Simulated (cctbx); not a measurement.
## Interatomic vectors of AgBi4S7

Space group P-1 (no. 2), a = 7.8560 Å, b = 8.6560 Å, c = 9.4260 Å, α = 67.64°, β = 68.78°, γ = 85.27°, content Bi8 Ag2 S14.

The data are simulated with cctbx, not measured: Mo Kα, λ = 0.71073 Å, to d = 0.84 Å, 50 % of the full sphere, strongest reflection 5000 counts, noise from counting, a 1.5 % proportional error and a noise floor of 15 counts (s.d.); no absorption, some extinction.

Patterson synthesis from sharpened amplitudes, origin scaled to 1000:

```text
Patterson group P -1
      u       v       w   height  length (A)
  0.000   0.000   0.000   1000.0     0.00
  0.000   0.000   0.500    523.1     4.71
  0.449   0.246   0.579    470.2     4.17
  0.437   0.235   0.068    390.4     4.48
  0.116   0.526   0.361    383.5     4.50
  0.120   0.528   0.865    247.1     4.65
  0.328   0.724   0.225    211.3     3.99
  0.221   0.620   0.269    163.9     4.02
  0.332   0.138   0.641    162.3     3.28
  0.220   0.611   0.772    152.4     4.56
  0.332   0.134   0.138    144.5     3.73
  0.300   0.734   0.710     87.8     4.19
  0.248   0.982   0.198     80.4     3.11
  0.374   0.698   0.746     79.6     4.43
```

**Question.** Which atom pairs make the peaks, and where is the heaviest atom?

A peak at u stands for all pairs with xi − xj = u, with weight Σ ZiZj against Σ Z² = 63114 at the origin. Peak heights follow these weights only roughly, since form factors, motion and series ripples differ, all vectors within 0.55 Å of a peak are counted as merged into it though the farther ones add only part of their weight, and F(000) is left out, which lowers the whole map:

| u | v | w | shortest length (Å) | height | 1000 ΣZiZj/ΣZ² | pairs in the cell |
| --- | --- | --- | --- | --- | --- | --- |
| 0.000 | 0.000 | 0.500 | 4.71 | 523 | 943 | 8 × Bi–Bi, 2 × Ag–Ag |
| 0.449 | 0.246 | 0.579 | 4.17 | 470 | 570 | 5 × Bi–Bi, 6 × S–S |
| 0.437 | 0.235 | 0.068 | 4.48 | 390 | 663 | 6 × Bi–Bi, 2 × S–S |
| 0.116 | 0.526 | 0.361 | 4.50 | 384 | 457 | 4 × Bi–Bi, 5 × S–S |
| 0.120 | 0.528 | 0.865 | 4.34 | 247 | 437 | 4 × Bi–Bi |
| 0.328 | 0.724 | 0.225 | 3.99 | 211 | 235 | 2 × Bi–Bi, 4 × S–S |
| 0.221 | 0.620 | 0.269 | 4.02 | 164 | 247 | 4 × Bi–Ag |
| 0.332 | 0.138 | 0.641 | 3.28 | 162 | 247 | 4 × Bi–Ag |
| 0.220 | 0.611 | 0.772 | 4.56 | 152 | 247 | 4 × Bi–Ag |
| 0.332 | 0.134 | 0.138 | 3.73 | 144 | 247 | 4 × Bi–Ag |

The table stops at ten peaks or at a height of 45, below which ripples compete. In the model behind the data Bi, the heaviest element, has 4 independent sites: (0.2265, 0.6261, 0.7789), (0.6498, 0.8622, 0.8543), (0.2067, 0.6041, 0.2762) and (0.6840, 0.8558, 0.3723), up to an allowed shift of origin; the Bi–Bi vectors are differences of these positions and their symmetry mates. The whole model:

```
atom  mult.       x       y       z  Ueq (Å²)
 Bi1      2  0.2265  0.6261  0.7789    0.0035
 Bi2      2  0.6498  0.8622  0.8543    0.0035
 Bi3      2  0.2067  0.6041  0.2762    0.0026
 Bi4      2  0.6840  0.8558  0.3723    0.0033
 Ag1      1       0       0     1/2    0.0039
 Ag2      1       0       0       0    0.0043
  S1      2  0.2638  0.8540  0.9016    0.0048
  S2      2  0.0380  0.9333  0.2691    0.0055
  S3      2  0.3027  0.9169  0.4943    0.0066
  S4      2  0.1639  0.4742  0.5809    0.0049
  S5      2  0.6067  0.6776  0.7003    0.0054
  S6      2  0.4559  0.2344  0.8335    0.0056
  S7      2  0.1340  0.3855  0.1016    0.0057
```

This is a model crystal, built by substitution and not relaxed, with assumed displacement parameters.

[Logs are printed without paths, hosts, clocks, repeated set-up lines and the standing remarks that a program may print on its own settings, such as how far it seeks lower states.]
